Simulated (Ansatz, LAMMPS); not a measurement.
# Electronic structure of rapidly quenched Cu34Fe29Al37 (at. %) (73 atoms)

Wanted: forces and levels of rapidly quenched Cu34Fe29Al37 (at. %) (73 atoms).

Calculated with Ansatz 0.2.0; Kohn-Sham DFT, LDA, PAW (set soft_2), plane waves.

## Step 1: The starting structure

The cell holds 73 atoms: 25 Cu, 21 Fe and 27 Al. Its edges and angles: a = 10.243 Å, b = 10.243 Å, c = 10.243 Å, α = 90.0°, β = 90.0°, γ = 90.0°. 73 atoms (25 Cu, 21 Fe, 27 Al) placed at random at 5.2 g/cm³, melted at 2000 K for 10 ps at fixed volume with the MEAM Al-Si-Mg-Cu-Fe potential (Jelinek et al., Phys. Rev. B 85, 245102 (2012)). Quenched from 2000 K to 300 K at 300 K/ps and zero pressure, held 5 ps, then minimised at fixed cell.

Limits known from the start: The quench rate of 300 K/ps is orders of magnitude faster than experiment, which tends to freeze in extra defects. The starting topology of bonds comes from the classical model, and needn't be the one that DFT or experiment would give.

## Step 2: Making the structure

A classical potential makes the cell, at a small fraction of what the same run would cost in DFT.

This step: classical MD, MEAM Al-Si-Mg-Cu-Fe potential (Jelinek et al., Phys. Rev. B 85, 245102 (2012)) (LAMMPS 22 Jul 2025 - Update 4).

File in.lmp:

```
# melt-quench of Cu25Fe21Al27
units metal
atom_style atomic
boundary p p p
region box block 0 10.3651 0 10.3651 0 10.3651
create_box 3 box
mass 1 63.5460   # Cu
mass 2 55.8450   # Fe
mass 3 26.9815   # Al
create_atoms 1 random 25 464477 NULL overlap 1.79 maxtry 2000
create_atoms 2 random 21 464484 NULL overlap 1.79 maxtry 2000
create_atoms 3 random 27 464491 NULL overlap 1.79 maxtry 2000
pair_style meam
pair_coeff * * library.meam AlS SiS MgS CuS FeS AlSiMgCuFe.meam CuS FeS AlS
neigh_modify delay 0 every 1 check yes
thermo_style custom step time temp pe press density
thermo_modify norm yes
timestep 0.002
thermo 100
min_style cg
minimize 1e-4 1e-4 200 2000
reset_timestep 0
velocity all create 2000 464478 mom yes dist gaussian
fix lim all nve/limit 0.05
fix lan all langevin 2000 2000 0.2 464479 zero yes
thermo 500
run 1000 post no
unfix lim
unfix lan
thermo 833
fix md all nvt temp 2000 2000 0.2
run 5000 post no
unfix md
thermo 283
fix md all npt temp 2000 300 0.2 iso 0 0 2
run 2833 post no
unfix md
thermo 1250
fix md all npt temp 300 300 0.2 iso 0 0 2
run 2500 post no
unfix md
thermo 100
min_style cg
minimize 0 1e-3 2000 20000
write_dump all custom glass.dump id type xs ys zs modify sort id
```

Command:

```
$ lmp -in in.lmp -log none -nocite
```

Numbers of over 12 decimals in the logs are rounded to 6 here.

Output:

```text
LAMMPS (22 Jul 2025 - Update 4)
Created orthogonal box = (0 0 0) to (10.3651 10.3651 10.3651)
Created 25 atoms
Created 21 atoms
Created 27 atoms
   Step          Time           Temp          PotEng         Press         Density
         0   0              0             -1.1576434      474688.58      5.2038833
        87   0.174          0             -3.2097918      24242.893      5.2038833
Loop time of 0.131417 s on 1 MPI rank(s) for 87 steps with 73 atoms
Minimization stats:
  Stopping criterion = energy tolerance
  Energy initial, next-to-last, final =
     -1.15764341408325  -3.20964785282601  -3.20979177506372
  Force two-norm initial, final = 86.895553 1.2462531
  Iterations, force evaluations = 87 151
   Step          Time           Temp          PotEng         Press         Density
         0   0              2000          -3.2097918      42096.491      5.2038833
       500   1              2072.6879     -3.021574       70144.745      5.2038833
[... 10 lines left out ...]
[... 1 line left out ...]
Loop time of 4.71902 s on 1 MPI rank(s) for 5000 steps with 73 atoms
   Step          Time           Temp          PotEng         Press         Density
[... 12 lines left out ...]
Loop time of 1.81775 s on 1 MPI rank(s) for 2833 steps with 73 atoms
   Step          Time           Temp          PotEng         Press         Density
[... 2 lines left out ...]
     11250   22.5           234.15788     -3.4143183      51.099612      5.4015079
     11333   22.666         314.55253     -3.4211957      1683.6854      5.392284
Loop time of 1.63815 s on 1 MPI rank(s) for 2500 steps with 73 atoms
   Step          Time           Temp          PotEng         Press         Density
     11333   22.666         314.55253     -3.4211957      1683.6854      5.392284
     11364   22.728         314.55253     -3.4591314     -3332.6917      5.392284
Loop time of 0.0406166 s on 1 MPI rank(s) for 31 steps with 73 atoms
Minimization stats:
  Stopping criterion = force tolerance
  Energy initial, next-to-last, final =
     -3.42119569459319  -3.45913141501622  -3.45913141555367
  Force two-norm initial, final = 7.7878822 0.00082596029
  Iterations, force evaluations = 31 61
```

The job ended after 9.5 s (1 thread of Intel Xeon 6975P-C (Granite Rapids), shared host; peak memory 0.068 GiB).

## Step 3: Plane-wave single point

The electrons are solved once, with the atoms held.

File input.yaml:

```yaml
crystal:
  lattice:
    - [10.24295, 0.0, 0.0]
    - [0.0, 10.24295, 0.0]
    - [0.0, 0.0, 10.24295]
  atoms:
    - { symbol: Cu, position: [0.95383, 0.83224, 0.50697] }
    - { symbol: Cu, position: [0.03253, 0.53309, 0.1244] }
    - { symbol: Cu, position: [0.98729, 0.41921, 0.89978] }
    - { symbol: Cu, position: [0.70924, 0.24474, 0.86067] }
    - { symbol: Cu, position: [0.33144, 0.19767, 0.51359] }
    - { symbol: Cu, position: [0.84711, 0.71868, 0.15061] }
    - { symbol: Cu, position: [0.49987, 0.34718, 0.12578] }
    - { symbol: Cu, position: [0.8711, 0.45608, 0.66668] }
    - { symbol: Cu, position: [0.6955, 0.87932, 0.54795] }
    - { symbol: Cu, position: [0.88671, 0.70978, 0.6998] }
    - { symbol: Cu, position: [0.28317, 0.86194, 0.68638] }
    - { symbol: Cu, position: [0.46513, 0.49796, 0.5637] }
    - { symbol: Cu, position: [0.15335, 0.08276, 0.64661] }
    - { symbol: Cu, position: [0.96037, 0.95352, 0.72079] }
    - { symbol: Cu, position: [0.76642, 0.10443, 0.30638] }
    - { symbol: Cu, position: [0.33168, 0.79711, 0.91242] }
    - { symbol: Cu, position: [0.65037, 0.18261, 0.11134] }
    - { symbol: Cu, position: [0.66154, 0.36218, 0.63128] }
    - { symbol: Cu, position: [0.76754, 0.50415, 0.45318] }
    - { symbol: Cu, position: [0.55226, 0.06124, 0.94254] }
    - { symbol: Cu, position: [0.38371, 0.95807, 0.07746] }
    - { symbol: Cu, position: [0.76542, 0.49028, 0.86794] }
    - { symbol: Cu, position: [0.15782, 0.71863, 0.03706] }
    - { symbol: Cu, position: [0.80147, 0.8579, 0.33743] }
    - { symbol: Cu, position: [0.09596, 0.76565, 0.7764] }
    - { symbol: Fe, position: [0.82131, 0.36377, 0.07989], spin: 2.2 }
    - { symbol: Fe, position: [0.52826, 0.61071, 0.86027], spin: 2.2 }
    - { symbol: Fe, position: [0.24091, 0.62674, 0.26082], spin: 2.2 }
    - { symbol: Fe, position: [0.23644, 0.99007, 0.39036], spin: 2.2 }
    - { symbol: Fe, position: [0.58174, 0.17421, 0.47031], spin: 2.2 }
    - { symbol: Fe, position: [0.16802, 0.24647, 0.34234], spin: 2.2 }
    - { symbol: Fe, position: [0.85137, 0.26312, 0.4767], spin: 2.2 }
    - { symbol: Fe, position: [0.95145, 0.21835, 0.76906], spin: 2.2 }
    - { symbol: Fe, position: [0.07709, 0.57041, 0.61229], spin: 2.2 }
    - { symbol: Fe, position: [0.48068, 0.74128, 0.51431], spin: 2.2 }
    - { symbol: Fe, position: [0.55737, 0.76399, 0.11716], spin: 2.2 }
    - { symbol: Fe, position: [0.93455, 0.98946, 0.18191], spin: 2.2 }
    - { symbol: Fe, position: [0.758, 0.98145, 0.86009], spin: 2.2 }
    - { symbol: Fe, position: [0.10361, 0.04427, 0.91224], spin: 2.2 }
    - { symbol: Fe, position: [0.28713, 0.36448, 0.67347], spin: 2.2 }
    - { symbol: Fe, position: [0.94623, 0.64249, 0.92891], spin: 2.2 }
    - { symbol: Fe, position: [0.58231, 0.95922, 0.32577], spin: 2.2 }
    - { symbol: Fe, position: [0.43543, 0.36577, 0.36341], spin: 2.2 }
    - { symbol: Fe, position: [0.32893, 0.20456, 0.03497], spin: 2.2 }
    - { symbol: Fe, position: [0.06304, 0.28377, 0.08702], spin: 2.2 }
    - { symbol: Fe, position: [0.20578, 0.4911, 0.95194], spin: 2.2 }
    - { symbol: Al, position: [0.95944, 0.8767, 0.97526] }
    - { symbol: Al, position: [0.53714, 0.85527, 0.75576] }
    - { symbol: Al, position: [0.70908, 0.93807, 0.10774] }
    - { symbol: Al, position: [0.2157, 0.7483, 0.48966] }
    - { symbol: Al, position: [0.44818, 0.97589, 0.52354] }
    - { symbol: Al, position: [0.7657, 0.11192, 0.64573] }
    - { symbol: Al, position: [0.68213, 0.33912, 0.30209] }
    - { symbol: Al, position: [0.66187, 0.54918, 0.09618] }
    - { symbol: Al, position: [0.30111, 0.59618, 0.73795] }
    - { symbol: Al, position: [0.41709, 0.39391, 0.88237] }
    - { symbol: Al, position: [0.38844, 0.60348, 0.06572] }
    - { symbol: Al, position: [0.89678, 0.13658, 0.99809] }
    - { symbol: Al, position: [0.0765, 0.82166, 0.27352] }
    - { symbol: Al, position: [0.17835, 0.26149, 0.85935] }
    - { symbol: Al, position: [0.25322, 0.39499, 0.1815] }
    - { symbol: Al, position: [0.23724, 0.47224, 0.45252] }
    - { symbol: Al, position: [0.32853, 0.04434, 0.8418] }
    - { symbol: Al, position: [0.9651, 0.39179, 0.30913] }
    - { symbol: Al, position: [0.65815, 0.6325, 0.64648] }
    - { symbol: Al, position: [0.50502, 0.5916, 0.32852] }
    - { symbol: Al, position: [0.06411, 0.31046, 0.57253] }
    - { symbol: Al, position: [0.40812, 0.14377, 0.27038] }
    - { symbol: Al, position: [0.71916, 0.74305, 0.91165] }
    - { symbol: Al, position: [0.1555, 0.07356, 0.1602] }
    - { symbol: Al, position: [0.38425, 0.82949, 0.28846] }
    - { symbol: Al, position: [0.49463, 0.19344, 0.7104] }
    - { symbol: Al, position: [0.00771, 0.06842, 0.41185] }
magnetization:
  spin_polarized: true
kpoints:
  mp_grid: { grid: [2, 2, 2] }
hamiltonian:
  xc: lda
scf:
  occupations: { method: fermi_dirac, width: 0.1 }
output:
  forces: true
  stress: true
  populations: true
  dos:
    method: { smearing: { sigma: 0.15 } }
    de: 0.1
    projected: { site_lists: { Al: [Al], Cu: [Cu], Fe: [Fe] } }
  eigenvalues: true
  write_density: true
  write_potential: true
  volumetric_format: npy
```

Command:

```
$ ansatz run input.yaml --threads 8 --pin off --max-ram 15872MiB --backend cpu --events-out ev --progress --plain --runs-dir out
```

Output:

```text
Engine: ansatz 0.2.0, x86_64-unknown-linux-gnu
Pseudopotentials: kind: paw
Pseudopotential: Cu, paw, valence charge 19, recommended cutoff 420 eV (normal), Cu.paw.azcp
Pseudopotential: Fe, paw, valence charge 16, recommended cutoff 420 eV (normal), Fe.paw.azcp
Pseudopotential: Al, paw, valence charge 3, recommended cutoff 420 eV (normal), Al.paw.azcp
[... 3 lines on functional and potentials left out ...]
Crystal: 73 atoms, lattice volume = 1074.670 Å³
Basis set: ecut = 420 eV, 20863 PW (Γ)
Bands: 563, of which v1, the nominal top of the filled ones, is band 446 counted from 1 (445 counted from 0)
Symmetry: 1 space group operations
Space group: P1 (ITA 1), of the structure as read, at distance tolerance 1.0e-4 Å
Magnetic group: BNS 1.1 (UNI 1), of the structure as read, at distance tolerance 1.0e-4 Å
k-points: 8
[... 10 lines on functional and potentials left out ...]
Initial density: superposition of atomic densities (chi_scale 0.1, normalization cell)
Starting moments: Σ|m| = 46.2 μB on 21 of 73 sites
Initial wavefunctions: pseudopotential atomic-orbital guess
Functional: x = slater, c = lda
SCF iter   1: F=—  HF=-270585.333574 eV  |F-HF|=—  |Δ(HF+E_count)|=         —  Δρ=1.89e-1 (↑1.66e-1 ↓1.89e-1)  dr2=1.34e3  dr2_m=1.47e1  M=32.696 μB ∫|m|=36.383 μB  β_m=0.30  ethr=3.10e-3  ⟨swp⟩=5.1  Hψ=31936  notcnv=0  defer=168
Mixer restart at iter 1: flushing history
preconditioner: auto → Kerker (q_TF=auto, 2.645 Å⁻¹)  [metal: Δε(μ)=0.003 eV  Ē_g=5.297 eV  σ=0.100 eV  W_gap=0.01  n_scr=340 (ndim 8)  ℏωp=25.9 eV  f_vac=0.004  D(μ)=108.38/eV (n_scr^D=1364)]
[...]
E_ewald      = -98703.472619
  E_core_change = 21.178097  (= ΣΔE_core)
  E_smearing   = -2.077681  (= −TS)
  E_closure    = -0.000000  (closes the sum)
  Σ components = -270543.324638   (vs F -270543.324638, Δ=0.00e0)
--- Forces (eV/Å), atoms counted from 1 ---
  atom   1  Cu     0.48165972    -0.05525844     0.31539560
  atom   2  Cu    -0.12265347    -0.07007107    -0.00962991
  atom   3  Cu    -0.27282215    -0.59272867    -0.23427230
  atom   4  Cu     0.07980025    -0.07951274     0.11180676
  atom   5  Cu    -0.01601032    -0.27253012    -0.02012301
  atom   6  Cu     0.11798476     0.19007454    -0.51735602
  atom   7  Cu    -0.30188136     0.50794476     0.01378595
  atom   8  Cu     0.56810249    -0.10885462    -0.18788972
[...]
atom  13  Cu     0.16157094     0.10115387     0.13994799
  atom  14  Cu    -0.22079589     0.32053852     0.13366706
[...]
atom  72  Al     0.30497526     0.36085160    -0.47095273
  atom  73  Al    -0.54166793     0.14475218     0.21120030
  max |Σ_I F_I| component: 7.52e-5 eV/Å
--- Stress (GPa, compression-positive) ---
      -13.616039       1.400259      -0.657382
        1.400259     -13.054760      -0.050848
       -0.657382      -0.050848     -15.100646
  P = ⅓ Tr σ = -13.9238 GPa (-139.238 kbar)
--- Band table (eV; the first three rows and the last of 16) ---
  k-point 0 ↑: bands = ["-101.0419", "-100.9687", "-100.9008", "-100.8929", [... 547 levels ...], "17.4626", "17.5108", "17.5699", "17.6862", "17.7369", "17.7806", "17.8401", "17.8856", "17.9235", "17.9578", "18.0915", "18.1468"]
[...]
--- Löwdin populations: 73 sites ---
  site symbol       q [e]    m [muB]
     0     Cu     18.6896    -0.0101
     1     Cu     18.6040     0.0442
     2     Cu     18.6476     0.0994
[...]
72     Al      3.3552    -0.0630
  spilling = 0.007355 (of n_electrons = 892.000000)
[key lines of the parts left out:]
SCF converged after 30 iterations
Magnetization: 39.2969 μB (465.6485 up, 426.3515 down)
Free energy (F): -270543.324638 eV
Fermi energy:    11.179562 eV
```

Elapsed: 8 min, on 8 threads of Intel Xeon 6975P-C (Granite Rapids), shared host; peak memory 11 GiB.

In the SCF lines HF is the Harris–Foulkes energy and dr2 the Hartree energy of the density residual, in eV; the loop may stop once dr2 is under the threshold and the program's other checks hold. Hψ counts applications of the Hamiltonian.

The program notes that it cut back its work space to fit the memory limit.

Numbers from this run:

| Property | Result |
| --- | --- |
| free energy | -270543.3246 eV |
| free energy per atom | -3706.0729 eV/atom |
| SCF cycles | 30 |
| pressure | -13.92 GPa |
| r.m.s. force component | 0.3052 eV/Å |
| longest force | 0.8722 eV/Å |
| Fermi energy | 11.18 eV |
| levels partly filled by over 2 per cent | 389 |
| total moment | 39.3 μB |
| absolute moment | 45.53 μB |
| spilling of the projection | 0.007355 |

Length of the force by element:

```tsv
element	coordination	atoms	mean length of the force (eV/Å)	spread	least	most
Al	all	27	0.481	0.174	0.150	0.840
Cu	all	25	0.531	0.207	0.142	0.872
Fe	all	21	0.474	0.156	0.102	0.715
```

Magnetic moments by element:

```tsv
element	coordination	atoms	mean moment (μB)	spread	least	most
Al	all	27	-0.0365	0.0093	-0.0486	-0.0106
Cu	all	25	0.0288	0.0259	-0.0079	0.108
Fe	all	21	1.88	0.291	1.28	2.43
```

States in the cell by windows of 1 eV, zero at the Fermi level; the larger projections on atomic orbitals stand beside the total:

```tsv
from (eV)	to (eV)	total up	total down	Cu d	Fe d	Al p	Al s	Cu s
-14	-10	0.0	0.0	0.0	0.0	0.0	0.0	0.0
-10	-9	0.9	0.7	0.0	0.0	0.2	0.6	0.4
-9	-8	3.4	3.4	0.0	0.0	1.4	2.5	1.3
-8	-7	5.6	5.6	0.2	0.2	3.3	3.8	2.1
-7	-6	7.8	7.3	0.8	0.6	4.8	5.0	2.3
-6	-5	10.0	9.0	2.3	1.7	5.9	4.8	2.8
-5	-4	22.5	18.1	18.3	5.1	7.7	3.9	3.6
-4	-3	68.7	62.4	99.3	14.1	10.2	2.2	2.6
-3	-2	74.0	61.3	92.3	27.2	9.6	2.1	1.8
-2	-1	66.9	31.0	24.3	57.6	9.2	1.9	2.0
-1	0	21.6	42.5	5.8	41.4	9.2	1.8	2.0
0	1	12.4	39.6	2.5	33.7	8.0	1.9	1.9
1	2	13.5	18.4	1.2	11.0	9.1	2.9	2.6
2	3	12.0	15.0	0.8	5.3	8.2	3.5	3.0
3	4	13.4	13.6	0.5	3.3	8.9	3.7	2.8
```

The stored curve holds about 523 of the 892 electrons; the rest, give or take the few that broadening carries across the Fermi level, lie in deeper levels below its range.

The levels nearest the highest filled one (over half full), pooled over k-points and spins:

```tsv
level less the highest filled one (eV)	occupation
-0.0091	0.528
-0.0049	0.517
-0.0038	0.514
-0.0015	0.509
-3.0e-4	0.506
0	0.505
0.0038	0.495
0.0064	0.489
0.0074	0.486
0.0085	0.484
0.0104	0.479
0.0125	0.474
```

Spin density in the ac plane at fractional y = 0.347, with atoms of Cu and Fe and Al within 0.2 Å of it.

Ten even steps from '0' (0.0 e/Å³) to '9' (2.9 e/Å³), each cell a mean:
```
00000000000000000000000000000
00000000000000000000000000000
00000000000000000000000000000
00000000000000000000000000000
00000000000000000000000000000
00000000000000000000000000000
00000001210000000000000000000
00000004951000000000000000000
00000002430000000000000000000
00000000000000000000000000000
00000000000000000000000000000
00000000000000000000000000000
00000000000000000000000000000
00000000000011000000000000000
00000000000265100000000000000
00000000000265100000000000000
00000000000011000000000000000
00000000000000000000000000000
00000000000000000000000000000
00000000000000000000000000000
00000000000000000000000220000
01100000000000000000002892000
00000000000000000000002672000
00000000000000000000000110000
```
Columns run along a (10.2 Å), rows up along c (10.2 Å). Atoms in or near the plane, at fractional coordinates: Cu at (0.50, 0.13), Cu at (0.66, 0.63), Fe at (0.82, 0.08), Fe at (0.29, 0.67), Fe at (0.44, 0.36), Al at (0.68, 0.30).

Valence density in the ac plane at fractional y = 0.347, with atoms of Cu and Fe and Al within 0.2 Å of it. It is the smooth field of the valence electrons, not physical close to the nuclei.

Ten steps, logarithmic in the rise over the least value, from '0' (0 e/Å³) to '9' (45 e/Å³), each cell a mean:
```
10000000000000000000000000001
21000000000000000000000000012
21000000000000000000000000012
11000000000000000000000000011
00000000000000000000000000000
00000001111000000000000000000
00000024652000000011100000000
00000036873100000256520000000
00000025762000001379731000000
00000012221000000267620000000
00000000000000000022210000000
00000000000000000000000011000
00000000000000000000000111100
00000000001244200000000011100
00000000001577410000000000000
00001100002577410000000000000
00000100001244210000000000000
00000000000011000000000000000
00000000000001111000000000000
00000000000014652100000110000
12211000000027995100012453100
13321000000026874100015785200
12310000000012331000014775200
11100000000000000000001332000
```
Columns run along a (10.2 Å), rows up along c (10.2 Å). Atoms in or near the plane, at fractional coordinates: Cu at (0.50, 0.13), Cu at (0.66, 0.63), Fe at (0.82, 0.08), Fe at (0.29, 0.67), Fe at (0.44, 0.36), Al at (0.68, 0.30).

The cell holds a total moment of 39.3 μB; no search proves this magnetic order the lowest. Within 0.4 eV of the Fermi level the largest share is Fe d (71 % of the projected weight).

## Step 4: Distances and neighbours

These statistics describe the geometry on which the runs were made.

Density 5.39 g/cm³, 14.72 Å³ an atom.

g(r), total and by pair (bins of 0.2 Å):

```tsv
r (Å)	total	Al-Al	Al-Cu	Al-Fe	Cu-Cu	Cu-Fe	Fe-Fe
2.20	0.03	0.00	0.00	0.00	0.26	0.00	0.00
2.40	1.97	0.00	0.42	4.41	4.46	2.04	0.00
2.60	3.65	0.16	3.86	7.28	2.62	3.77	0.55
2.80	1.78	2.98	2.56	1.18	0.90	1.37	1.23
3.00	0.70	2.25	0.43	0.00	0.45	0.37	1.92
3.20	0.48	1.48	0.31	0.07	0.26	0.48	0.76
3.40	0.67	0.89	0.65	0.00	0.95	0.99	1.00
3.60	0.65	1.08	0.48	0.06	0.75	0.90	1.21
3.80	0.79	0.66	0.98	0.42	0.75	0.84	1.34
4.00	0.72	0.43	1.03	0.37	0.77	0.60	1.33
4.20	0.73	0.53	0.94	0.34	0.77	0.83	1.11
4.40	1.04	0.85	1.01	0.94	1.22	1.15	1.20
4.60	1.33	1.16	1.65	1.39	0.96	1.15	1.48
4.80	1.29	1.83	1.46	1.40	0.60	1.14	1.01
5.00	1.40	1.27	1.39	1.66	1.05	1.40	1.49
```

A closer look about Cu22, which bears the longest force: 13 atoms, nearest first, numbered in the order of the input, with positions taken from that point.

```tsv
atom	x	y	z	distance (Å)	moment (μB)	Fx	Fy	Fz (eV/Å)
Cu22	0.00	0.00	0.00	0.00	0.07	-0.84	0.20	0.10
Cu8	1.08	-0.35	-2.06	2.35	0.04	0.57	-0.11	-0.19
Cu3	2.27	-0.73	0.33	2.41	0.11	-0.27	-0.59	-0.23
Fe41	1.85	1.56	0.62	2.50	2.27	0.16	-0.10	-0.17
Cu4	-0.58	-2.52	-0.07	2.58	0.02	0.08	-0.08	0.11
Fe26	0.57	-1.30	2.17	2.59	2.29	0.60	0.08	-0.07
Al54	-1.06	0.60	2.34	2.64	-0.04	0.21	-0.01	-0.32
Al69	-0.47	2.59	0.45	2.67	-0.04	0.24	0.02	0.26
Fe27	-2.43	1.23	-0.08	2.73	1.70	-0.35	0.14	0.12
Al65	-1.10	1.46	-2.27	2.91	-0.02	0.21	-0.31	0.08
Cu18	-1.06	-1.31	-2.42	2.95	0.01	-0.14	-0.36	0.03
Cu10	1.24	2.25	-1.72	3.09	0.04	-0.40	-0.08	0.00
Fe33	1.91	-2.79	-1.01	3.52	2.24	-0.06	-0.56	0.05
```

## Step 5: Summary of results

```json
{"free energy per atom": "-3706.0729 eV/atom", "pressure": "-13.92 GPa", "r.m.s. force component": "0.3052 eV/Å", "wall time of the 1 DFT run": "8 min"}
```

In words: 389 levels are partly filled, by over 2 % (on the run's k-points), as in a metal. The cell holds a total moment of 39.3 μB; no search proves this magnetic order the lowest.

Caveats: The geometry was minimised with a classical potential after classical dynamics and isn't relaxed at this level: its force components are 0.31 eV/Å r.m.s. The run was spin polarised, started with 21 parallel moments, ending at 39.3 μB in the cell; that starting order needn't be the real material's, and it bears on forces, charges and levels. The classical run held zero pressure, yet DFT finds -14 GPa in this frame, which points to a density or bond lengths far off those of this functional.

[Logs are printed without paths, hosts, clocks, repeated set-up lines and the standing remarks that a program may print on its own settings, such as how far it seeks lower states.]

[Hosts, paths, dates, database ids (printed as entryN), source tags and the programs' standing remarks are cut or masked in the printed files.]
